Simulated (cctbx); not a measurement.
## Sm5MoPt3 across an absorption edge

Space group Pnma (no. 62), a = 7.5970 Å, b = 14.8000 Å, c = 7.7710 Å, α = 90.00°, β = 90.00°, γ = 90.00°.

| atom | mult. | x | y | z | Ueq (Å²) |
| --- | --- | --- | --- | --- | --- |
| Pt1 | 4 | 0.0480 | 1/4 | 0.8845 | 0.0056 |
| Pt2 | 8 | 0.1873 | 0.4631 | 0.5318 | 0.0056 |
| Sm1 | 4 | 0.6884 | 1/4 | 0.0146 | 0.0055 |
| Sm2 | 8 | 0.9932 | 0.5934 | 0.8153 | 0.0051 |
| Sm3 | 8 | 0.1548 | 0.6230 | 0.3265 | 0.0085 |
| Mo1 | 4 | 0.8229 | 1/4 | 0.3579 | 0.0116 |

The model is made up (kin elements in a known structure type, no relaxation), so it says nothing on whether the phase exists.

Calculated with cctbx: free-atom f′ and f″ from the Sasaki tables, no fine structure; amplitudes in electrons.

| E (eV) | F 2 0 1 | F 2 1 0 | F 1 3 1 | F 0 2 0 |
| --- | --- | --- | --- | --- |
| 6116 | 81.8 | 33.1 | 172.9 | 31.7 |
| 6466 | 67.3 | 36.0 | 183.4 | 32.5 |
| 6596 | 55.5 | 38.8 | 192.5 | 33.4 |
| 6656 | 43.9 | 41.6 | 201.7 | 34.4 |
| 6686 | 33.4 | 44.3 | 210.1 | 35.3 |
| 6701 | 22.7 | 47.1 | 218.8 | 36.2 |
| 6708 | 13.6 | 49.6 | 226.6 | 37.1 |
| 6712 | 6.6 | 52.2 | 234.9 | 38.0 |
| 6720 | 45.9 | 51.8 | 236.2 | 37.3 |
| 6724 | 46.7 | 48.3 | 225.6 | 36.1 |
| 6731 | 50.0 | 45.3 | 216.5 | 35.1 |
| 6746 | 55.9 | 42.1 | 206.8 | 33.9 |
| 6776 | 63.1 | 38.9 | 197.2 | 32.8 |
| 6866 | 73.3 | 34.9 | 185.1 | 31.4 |
| 7116 | 79.7 | 32.1 | 176.8 | 30.3 |

**Question.** Which edge is crossed, and why do the reflections move as they do?

The L3 edge of Sm. The edge is at 6716 eV. f′ of Sm falls from -11.8 e at 6596 eV to -19.1 e at 4 eV below it, and f″ steps from 3.60 to 10.63 e across it. Over that approach |F| changes by -88 % (2 0 1), +35 % (2 1 0), +22 % (1 3 1) and +14 % (0 2 0): a reflection falls where Sm scatters in phase with the total and rises where it scatters against it; it hardly moves where the Sm term is small or cancels by symmetry. Above the edge the larger f″ enters the imaginary part, where it can add to or cancel the other atoms' f″. The structure is centrosymmetric, so Friedel mates stay equal.
